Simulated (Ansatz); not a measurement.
# (AlN)1(GaN)2 [001] superlattice, started as zinc blende: from the cell to its phonons, part 2 of 2

How does (AlN)1(GaN)2 [001] superlattice, started as zinc blende vibrate, and is this structure a minimum?

Ansatz 0.2.0; DFT PBEsol, scalar-relativistic, plane waves, PAW.

So far. Step 4 (Tight relaxation): The largest force component left is 0.66 meV/Å and the pressure is 0.005 GPa, within the tolerances set. The cell now holds 11.07 Å³/atom. The relaxed cell has a = 3.156, c = 13.341 Å (conventional setting).

The structure was built from a prototype and need not be the compound's stable phase.

## Step 5: Modes at Γ

The zone centre is the only wavevector solved here; it holds the modes that light can see, as far as symmetry allows. The response to a homogeneous field gives the Born charges and the dielectric tensor, and its change with displacement the Raman tensors.

File input.yaml:

```yaml
crystal:
  lattice:
    - [2.231299006, 2.231299006, 0.0]
    - [-2.231299006, 2.231299006, 0.0]
    - [2.231299006, 0.0, 6.6706507671]
  atoms:
    - { symbol: Al, position: [0.0, 0.0, 0.0] }
    - { symbol: Ga, position: [0.335126469, 0.664873531, 0.3297470621] }
    - { symbol: Ga, position: [0.664873531, 0.335126469, 0.6702529379] }
    - { symbol: "N", position: [0.4209218454, 0.0790781545, 0.1581563091] }
    - { symbol: "N", position: [0.75, 0.75, 0.5] }
    - { symbol: "N", position: [0.0790781545, 0.4209218455, 0.8418436909] }
kpoints:
  mp_grid: { grid: [8, 8, 8] }
hamiltonian:
  xc: pbesol
scf:
  occupations: { method: fixed }
output:
  eigenvalues: true
phonons:
  method: dfpt
  dielectric: true
  rigid_motions: translations
  raman: true
```

Command:

```
$ ansatz run input.yaml --threads 8 --pin off --max-ram 14336MiB --backend cpu --events-out ev --progress --plain --runs-dir out
```

Numbers of over 12 decimals in the logs are rounded to 6 here.

Output:

```text
Warning: crystal.symmetry: narrowed to the stabiliser of the run's FFT grids — unitary ops 8 → 2. A phonons.method: dfpt run fills in the rows of the dynamical matrix that it does not solve by its symmetry operations, which is exact only for operations that map its FFT grids onto themselves: filled in by any other, the frequencies could depend on the order in which like atoms are typed, or, by more than the grids' own error, on where the crystal sits among the grids' points. Excluded: 6 operations. The run can therefore solve more perturbations, solve them on more k-points, or both, and cost more. [rest of the remark cut]
[...]
Crystal: 6 atoms, lattice volume = 66.422 Å³
Basis set: ecut = 420 eV, 1299 PW (Γ), exchange–correlation on 48×48×96 points (8 copies of the dense FFT grid, shifted against one another)
Bands: 28, of which v1, the nominal top of the filled ones, is band 22 counted from 1 (21 counted from 0)
Symmetry: 8 space group operations
k-points: 260 of 512 (irreducible under 1 space group operation, time reversal used)
[...]
SCF iter   1: F=—  HF=-9151.599207 eV  |F-HF|=—  |Δ(HF+E_count)|=         —  Δρ=1.15e-2  dr2=8.84e-2  ethr=1.77e-3  ⟨swp⟩=4.8  Hψ=26612  notcnv=0  defer=1018
[...]
SCF iter   9: F=-9151.574095 eV  HF=-9151.574095 eV  |F-HF|=3.46e-11  |Δ(HF+E_count)|=   1.88e-9  Δρ=3.67e-7  dr2=6.77e-11  ethr=1.00e-12  ⟨swp⟩=9.4  Hψ=44937  notcnv=0
SCF 1 converged in 9 iterations: F = -9151.574095 eV  dr2 = 6.77e-11
[...]
NSCF: frozen V_eff on 3 k-points
DFPT response loops at Γ: preconditioner auto → Resta (q_TF=auto, 2.547 Å⁻¹)  ε∞=5.0 (no band partly filled); β = 1.00, the filter's whole step (`scf.mixing.beta` (0.50) is not read by the response loops at its default; to damp them type it under 1.00, their step now; it binds the ground state too); Broyden in place of MSR1
── the response to a field inside a basis, on 10×10×8 k-points: an SCF that follows is theirs, and a resumed run solves both again ──
Bands: 23, of which v1, the nominal top of the filled ones, is band 22 counted from 1 (21 counted from 0)
k-points: 220
[...]
Eigensolver: Dense (220 Hₖ)
SCF iter   1: F=—  HF=-9151.559087 eV  |F-HF|=—  |Δ(HF+E_count)|=         —  Δρ=4.10e-4  dr2=2.84e-5  ethr=1.00e-1
[...]
SCF iter   8: F=-9151.559094 eV  HF=-9151.559094 eV  |F-HF|=3.64e-12  |Δ(HF+E_count)|=  5.46e-11  Δρ=1.03e-7  dr2=6.43e-12  ethr=1.00e-12
SCF 1 converged in 8 iterations: F = -9151.559094 eV  dr2 = 6.43e-12
[...]
WARN: field response: ε∞ stands inside a basis, on 10×10×8 points; the force constants stand on the 8×8×8 k-mesh, whose period is 11.50 times the interband length at k = (0.0000, 0.0000, 0.0000), direct gap 2.385 eV, under 14: take them and everything formed from them as unconverged, and compare with a denser kpoints.mp_grid
SCF converged after 9 iterations
Free energy (F): -9151.574095 eV
[...]
Internal energy: -9151.574095 eV  (E = F + TS)
E sigma→0 (E₀):  -9151.574095 eV
Fermi energy:    8.758029 eV
[...]
--- Band table (eV; the first three rows and the last of 260) ---
  k-point 0: bands = [... 18 lower, 6.9292, 8.6474, 8.7580, 8.7580, 11.1427, 13.1548, 13.1557, 16.0866, ... 2 higher]
  k-point 1: bands = [... 18 lower, 7.0865, 8.4389, 8.7085, 8.7085, 11.3624, 12.7382, 13.5492, 16.0247, ... 2 higher]
  k-point 2: bands = [... 18 lower, 7.3569, 7.9682, 8.5700, 8.5700, 11.8307, 12.4409, 13.7473, 15.9264, ... 2 higher]
  k-point 259: bands = [... 18 lower, 5.6000, 5.6204, 6.3012, 6.3242, 11.9311, 13.8495, 14.0638, 15.5094, ... 2 higher]
--- Phonons (Γ-DFPT): 12 representative perturbations + reference, on 260 of 512 k-points (Σ response iterations 40) ---
  ASR residual: 1.421e-4 → 0.000e0 eV/Å²; symmetrization residual: 2.221e-6 eV/Å²
  The last average, over the group as it would stand without the narrowing to the FFT grids, took up to 1.024e-5 eV/Å² of the zone centre's force constants
  ASR residual per site (eV/Å²): 1.34e-4 4.45e-5 4.45e-5 1.32e-4 1.42e-4 1.32e-4
  Γ frequencies (cm⁻¹): 0.00 0.00 0.00 172.12 172.12 241.49 241.49 286.35 387.47 554.59 554.59 577.65 589.15 589.15 659.98 659.98 698.39 732.85
  ε∞ (high-frequency dielectric tensor):
        5.458577     0.000000    -0.000000
        0.000000     5.458577    -0.000000
       -0.000000    -0.000000     5.433693
  ε⁰ (static dielectric tensor: ions relaxed, cell fixed):
        9.736665     0.000000     0.000000
        0.000000     9.736665     0.000000
        0.000000     0.000000     9.774064
  ε⁰ − ε∞ (ionic part):
        4.278089     0.000000     0.000000
        0.000000     4.278089     0.000000
        0.000000     0.000000     4.340371
  softest optical mode at Γ: 172.12 cm⁻¹; the repairs (sum rule, projections) moved no ω² at Γ by more than (2.74 cm⁻¹)²
  Born effective charges Z* (e; rows j = field, columns β = displacement):
    site 0:
         2.51873    0.00000    0.00000
         0.00000    2.51873   -0.00000
         0.00000   -0.00000    2.77898
    site 1:
         2.64022    0.00858    0.00000
         0.00858    2.64022   -0.00000
         0.00000   -0.00000    2.53335
    site 2:
         2.64022   -0.00858    0.00000
        -0.00858    2.64022   -0.00000
         0.00000   -0.00000    2.53335
    site 3:
        -2.59644    0.11635   -0.00000
         0.11635   -2.59644    0.00000
        -0.00000    0.00000   -2.67930
    site 4:
        -2.60628    0.00000    0.00000
         0.00000   -2.60628    0.00000
        -0.00000    0.00000   -2.48708
    site 5:
        -2.59644   -0.11635   -0.00000
        -0.11635   -2.59644    0.00000
        -0.00000    0.00000   -2.67930
  Z* charge neutrality: 5.831e-3 e pre-enforcement
  solved inside a basis spanned on kpoints, on 10×10×8 k-points transformed towards the longest dipole: ε∞ is read to err by 2.5e-2, Z* by 2.7e-2 e (field_mesh: kpoints solves on kpoints); Z* is corrected for what the basis lacks
  Raman tensors (in the event stream and the table raman_tensors.tsv): an entry may err by 9.0e-3 Å², one of the second-order susceptibility by 2.0e-2 pm/V (basis, points and sum rule); their sum over the sites missed zero by 2.094e-4 Å² ahead of its enforcement
  optical modes at Γ without the LO–TO term, one row a degenerate level:
      ω (cm⁻¹)  modes    IR ((D/Å)²/amu)  static Raman (Å⁴/amu)  depolarisation
        172.12      2             0.0000                 0.5195           0.750
        241.49      2             0.4774                 0.7732           0.750
        286.35      1             0.0000                 3.9279           0.022
        387.47      1             1.3128                 1.3937           0.750
        554.59      2            62.4636                52.3580           0.750
        577.65      1            40.2360                22.3371           0.750
        589.15      2             0.0822                 8.1288           0.750
        659.98      2            23.9330                 7.7902           0.750
        698.39      1             0.0000                14.9120           0.001
        732.85      1             3.1378                 0.1934           0.750
  optical modes at Γ + LO–TO along q̂ = [1.0000, 0.0000, 0.0000]:
      ω (cm⁻¹)  modes    IR ((D/Å)²/amu)  static Raman (Å⁴/amu)  depolarisation
        172.12      1             0.0000                 0.2598           0.750
        172.12      1             0.0000                 0.2590           0.750
        241.49      1             0.2387                 0.3866           0.750
        242.99      1             0.0642                 0.5444           0.750
        286.35      1             0.0000                 3.9279           0.022
        387.47      1             1.3128                 1.3937           0.750
        554.59      1            31.2318                26.1790           0.750
        577.65      1            40.2360                22.3371           0.750
        589.08      1             0.0050                 5.3036           0.750
        589.15      1             0.0411                 4.0644           0.750
        620.36      1             2.9157                 7.7511           0.750
        659.98      1            11.9665                 3.8951           0.750
        698.39      1             0.0000                14.9120           0.001
        732.85      1             3.1378                 0.1934           0.750
        783.20      1            40.4932                47.1068           0.750
  optical modes at Γ + LO–TO along q̂ = [0.0000, 1.0000, 0.0000]:
      ω (cm⁻¹)  modes    IR ((D/Å)²/amu)  static Raman (Å⁴/amu)  depolarisation
        172.12      1             0.0000                 0.2598           0.750
        172.12      1             0.0000                 0.2590           0.750
        241.49      1             0.2387                 0.3866           0.750
        242.99      1             0.0642                 0.5444           0.750
        286.35      1             0.0000                 3.9279           0.022
        387.47      1             1.3128                 1.3937           0.750
        554.59      1            31.2318                26.1790           0.750
        577.65      1            40.2360                22.3371           0.750
        589.08      1             0.0050                 5.3036           0.750
        589.15      1             0.0411                 4.0644           0.750
        620.36      1             2.9157                 7.7511           0.750
        659.98      1            11.9665                 3.8951           0.750
        698.39      1             0.0000                14.9120           0.001
        732.85      1             3.1378                 0.1934           0.750
        783.20      1            40.4932                47.1068           0.750
  optical modes at Γ + LO–TO along q̂ = [0.0000, 0.0000, 1.0000]:
      ω (cm⁻¹)  modes    IR ((D/Å)²/amu)  static Raman (Å⁴/amu)  depolarisation
        172.12      2             0.0000                 0.5195           0.750
        241.49      2             0.4774                 0.7732           0.750
        286.35      1             0.0000                 3.9279           0.022
        391.67      1             0.2319                 0.7386           0.750
        554.59      2            62.4636                52.3580           0.750
        589.15      2             0.0822                 8.1288           0.750
        659.98      2            23.9330                 7.7902           0.750
        698.39      1             0.0000                14.9120           0.001
        705.51      1             8.1001                19.1186           0.750
        796.11      1            36.3546                27.8762           0.750
```

It took 7.3 min on 8 threads of Arm Neoverse V2, shared host; peak memory 3.8 GiB.

Numbers from this step:

```yaml
sum_rule_residual_before_enforcement: 1.42e-4 eV/Å²
miss_of_the_charge_sum_rule: 0.005831 e
estimated_error_of_the_dielectric_tensor: 0.02487
estimated_error_of_the_born_charges: 0.02706 e
point_group: -42m
highest_optical_mode_at_the_zone_centre_no_lo_to_term: 732.9 cm⁻¹
lowest_optical_zone_centre_mode: 172.1 cm⁻¹
mean_high_frequency_dielectric_constant: 5.450
largest_born_charge_third_of_the_trace: -2.624 e
mean_static_dielectric_constant: 9.749
top_of_the_zone_centre_spectrum_with_the_field: 796.1 cm⁻¹
```

Without the LO-TO term. Patterns of degenerate modes are one choice out of their space. Modes at Γ, with each element's share of the kinetic energy:

| mode | frequency (cm⁻¹) | symmetry | Al % | Ga % | N % |
| --- | --- | --- | --- | --- | --- |
| 1 | 0.0 | acoustic | 13 | 67 | 20 |
| 2 | 0.0 | acoustic | 13 | 67 | 20 |
| 3 | 0.0 | acoustic | 13 | 67 | 20 |
| 4 | 172.1 | E | 0 | 92 | 8 |
| 5 | 172.1 | E | 0 | 92 | 8 |
| 6 | 241.5 | E | 56 | 21 | 22 |
| 7 | 241.5 | E | 56 | 21 | 22 |
| 8 | 286.4 | A1 | 0 | 93 | 7 |
| 9 | 387.5 | B2 | 50 | 24 | 26 |
| 10 | 554.6 | E | 2 | 12 | 85 |
| 11 | 554.6 | E | 2 | 12 | 85 |
| 12 | 577.6 | B2 | 17 | 7 | 76 |
| 13 | 589.1 | E | 0 | 8 | 92 |
| 14 | 589.1 | E | 0 | 8 | 92 |
| 15 | 660.0 | E | 28 | 0 | 72 |
| 16 | 660.0 | E | 28 | 0 | 72 |
| 17 | 698.4 | A1 | 0 | 7 | 93 |
| 18 | 732.9 | B2 | 20 | 2 | 78 |

Displacements in mode 4 (172.1 cm⁻¹), the largest set to 1:
```
Al1 -0.13  0.00  0.00
Ga2  0.03  1.00  0.00
Ga3  0.02 -1.00  0.00
N4  -0.33  0.34  0.00
N5   0.63  0.00  0.00
N6  -0.34 -0.34  0.00
```

Displacements in mode 17 (698.4 cm⁻¹), the largest set to 1:
```
Al1  0.00  0.00  0.00
Ga2  0.00  0.00 -0.12
Ga3  0.00  0.00  0.12
N4   0.00  0.00  1.00
N5   0.00  0.00  0.00
N6   0.00  0.00 -1.00
```

Optical modes at the zone centre, without and with the macroscopic field of the longitudinal modes; each column is sorted by frequency, so a row need not hold one and the same mode. Modes with and without the field, by row:

| rank among optical modes | no field (cm⁻¹) | q along (1, 0, 0) (cm⁻¹) | q along (0, 0, 1) (cm⁻¹) |
| --- | --- | --- | --- |
| 1 | 172.1 | 172.1 | 172.1 |
| 2 | 172.1 | 172.1 | 172.1 |
| 3 | 241.5 | 241.5 | 241.5 |
| 4 | 241.5 | 243 | 241.5 |
| 5 | 286.4 | 286.4 | 286.4 |
| 6 | 387.5 | 387.5 | 391.7 |
| 7 | 554.6 | 554.6 | 554.6 |
| 8 | 554.6 | 577.6 | 554.6 |
| 9 | 577.6 | 589.1 | 589.1 |
| 10 | 589.1 | 589.1 | 589.1 |
| 11 | 589.1 | 620.4 | 660 |
| 12 | 660 | 660 | 660 |
| 13 | 660 | 698.4 | 698.4 |
| 14 | 698.4 | 732.9 | 705.5 |
| 15 | 732.9 | 783.2 | 796.1 |

Born charge (rows field, columns displacement) (e), principal values of the symmetric part by kind of site:

| atom | atoms with these values | low | middle | high | mean |
| --- | --- | --- | --- | --- | --- |
| Al1 | 1 | 2.52 | 2.52 | 2.78 | 2.61 |
| Ga2 | 2 | 2.53 | 2.63 | 2.65 | 2.60 |
| N4 | 2 | -2.71 | -2.68 | -2.48 | -2.62 |
| N5 | 1 | -2.61 | -2.61 | -2.49 | -2.57 |

In full for N4:

```
-2.60  0.12  0.00
 0.12 -2.60  0.00
 0.00  0.00 -2.68
```

High-frequency dielectric tensor:

```
5.46 0.00 0.00
0.00 5.46 0.00
0.00 0.00 5.43
```

Static dielectric tensor (ions relaxed, fixed cell):

```
9.74 0.00 0.00
0.00 9.74 0.00
0.00 0.00 9.77
```

Transverse modes. Lines of the infrared spectrum (strongest = 100):

| position (cm⁻¹) | label | relative intensity |
| --- | --- | --- |
| 172 | E | 0.0 |
| 242 | E | 0.8 |
| 286 | A1 | 0.0 |
| 388 | B2 | 2.1 |
| 555 | E | 100 |
| 578 | B2 | 64 |
| 589 | E | 0.1 |
| 660 | E | 38 |
| 698 | A1 | 0.0 |
| 733 | B2 | 5.0 |

Activity x (w_L - w)^4 (n + 1)/w, 532 nm, 300 K; modes without the macroscopic field alone. Lines of the Raman spectrum (strongest = 100):

| position (cm⁻¹) | label | relative intensity |
| --- | --- | --- |
| 172 | E | 5.8 |
| 242 | E | 4.9 |
| 286 | A1 | 19 |
| 388 | B2 | 4.3 |
| 555 | E | 100 |
| 578 | B2 | 40 |
| 589 | E | 14 |
| 660 | E | 12 |
| 698 | A1 | 21 |
| 733 | B2 | 0.3 |

Static second-order susceptibility (pm/V), twice the coefficient d of second-harmonic generation. Second order susceptibility, by row:

| field along | xx | yy | zz | yz | xz | xy |
| --- | --- | --- | --- | --- | --- | --- |
| x | 0 | 0 | 0 | 6.26 | 0 | 0 |
| y | 0 | 0 | 0 | 0 | 6.26 | 0 |
| z | 0 | 0 | 0 | 0 | 0 | 6.26 |

Before it was imposed, the acoustic sum rule was missed by 1.4e-4 eV/Å² and the charge sum rule by 0.0058 e. Small misses are needed for a sound result but don't prove that mesh and cutoff are converged. The lowest optical mode is real, 172 cm⁻¹.

The log warns of the k mesh: “the force constants stand on the 8×8×8 k-mesh, whose period is 11.50 times the interband length at k = (0.0000, 0.0000, 0.0000), direct gap 2.385 eV, under 14: take them and everything formed from them as unconverged”.

## Step 6: Another isotope, element Ga, natural mass 69.723 amu

An isotope changes the mass and not the force constants, so no new electronic calculation is needed; the shifts show which modes move this element.

The same force constants with the mass of Ga changed from 69.723 to 70.925 u (phonopy, no LO-TO term). Both lists are sorted by frequency; levels can cross, so a row need not hold one and the same mode. Modes under 3 cm⁻¹ are left out. Isotope shifts, by row:

| q | rank | natural mass (cm⁻¹) | changed mass (cm⁻¹) |
| --- | --- | --- | --- |
| 0 0 0 | 4 | 172.1 | 170.8 |
| 0 0 0 | 5 | 172.1 | 170.8 |
| 0 0 0 | 6 | 241.5 | 241.1 |
| 0 0 0 | 7 | 241.5 | 241.1 |
| 0 0 0 | 8 | 286.4 | 284.1 |
| 0 0 0 | 9 | 387.5 | 386.7 |
| 0 0 0 | 10 | 554.6 | 554 |
| 0 0 0 | 11 | 554.6 | 554 |
| 0 0 0 | 12 | 577.6 | 577.3 |
| 0 0 0 | 13 | 589.1 | 588.8 |
| 0 0 0 | 14 | 589.1 | 588.8 |
| 0 0 0 | 15 | 660 | 660 |
| 0 0 0 | 16 | 660 | 660 |
| 0 0 0 | 17 | 698.4 | 698 |
| 0 0 0 | 18 | 732.9 | 732.7 |

A mode of this element alone would shift by -0.85 %. The highest zone-centre frequency without the field goes from 732.9 to 732.7 cm⁻¹ (-0.0 %). The product of the frequency ratios over all optical modes at Γ is 0.966; the product rule, (m/m′)^(3k/2) (M′/M)^(3/2) with k = 2 such atoms and M the mass of the cell, gives 0.967.

## Step 7: Isotope substitution, element N, natural mass 14.007 amu

The same for N, from 14.01 to 15.00 u.

The same force constants with the mass of N changed from 14.007 to 15.000 u (phonopy, no LO-TO term). Both lists are sorted by frequency; levels can cross, so a row need not hold one and the same mode. Modes under 3 cm⁻¹ are left out. Isotope shifts, by row:

| q | rank | natural mass (cm⁻¹) | changed mass (cm⁻¹) |
| --- | --- | --- | --- |
| 0 0 0 | 4 | 172.1 | 171.6 |
| 0 0 0 | 5 | 172.1 | 171.6 |
| 0 0 0 | 6 | 241.5 | 239.6 |
| 0 0 0 | 7 | 241.5 | 239.6 |
| 0 0 0 | 8 | 286.4 | 285.6 |
| 0 0 0 | 9 | 387.5 | 383.9 |
| 0 0 0 | 10 | 554.6 | 538.6 |
| 0 0 0 | 11 | 554.6 | 538.6 |
| 0 0 0 | 12 | 577.6 | 562.9 |
| 0 0 0 | 13 | 589.1 | 570.9 |
| 0 0 0 | 14 | 589.1 | 570.9 |
| 0 0 0 | 15 | 660 | 644.2 |
| 0 0 0 | 16 | 660 | 644.2 |
| 0 0 0 | 17 | 698.4 | 676.5 |
| 0 0 0 | 18 | 732.9 | 713.8 |

A mode of this element alone would shift by -3.37 %. The highest zone-centre frequency without the field goes from 732.9 to 713.8 cm⁻¹ (-2.6 %). The product of the frequency ratios over all optical modes at Γ is 0.751; the product rule, (m/m′)^(3k/2) (M′/M)^(3/2) with k = 3 such atoms and M the mass of the cell, gives 0.751.

## Step 8: Outcome

```json
{"space group after relaxation (within 0.01 Å)": "I-4m2", "volume per atom": "11.1 Å³", "gap on the k-mesh": "2.38 eV", "highest optical mode at the zone centre (no LO-TO term)": "733 cm⁻¹", "top of the zone-centre spectrum with the field": "796 cm⁻¹", "lowest optical zone-centre mode": "172 cm⁻¹", "mean high-frequency dielectric constant": "5.45", "mean static dielectric constant": "9.75", "largest Born charge (third of the trace)": "-2.62 e", "imaginary modes at Γ (the only wavevector solved)": "none"}
```

What this shows: The structure is stable against zone-centre distortions, since no mode there is imaginary; other wavevectors were not solved, so zone-boundary instabilities are untested. Without the field, the optical modes at Γ span 172 to 733 cm⁻¹. No dispersion was computed. The highest mode in this list at Γ, 732.9 cm⁻¹, is mostly motion of N (78 % of the kinetic energy). With the macroscopic field of the longitudinal modes the top of the zone-centre spectrum lies at 796 cm⁻¹, against 733 cm⁻¹ without it. Lattice motion raises the mean dielectric constant from 5.450 to 9.749. The strongest infrared line is at 555 cm⁻¹. Averaged over orientations, the strongest Raman line at 532 nm and 300 K is at 555 cm⁻¹, among the modes without the field; their longitudinal partners can be Raman active too. With the field response the log warns that the k mesh is coarse for the force constants too, so the frequencies may not be converged. The starting cell was built on a prototype and not taken from a measurement, so the phase need not exist. These are harmonic frequencies at zero temperature: anharmonic shifts, linewidths and thermal expansion are left out.

[Logs are printed without paths, hosts, clocks, repeated set-up lines and the standing remarks that a program may print on its own settings, such as how far it seeks lower states.]

[Hosts, paths, dates, database ids (printed as entryN), source tags and the programs' standing remarks are cut or masked in the printed files.]
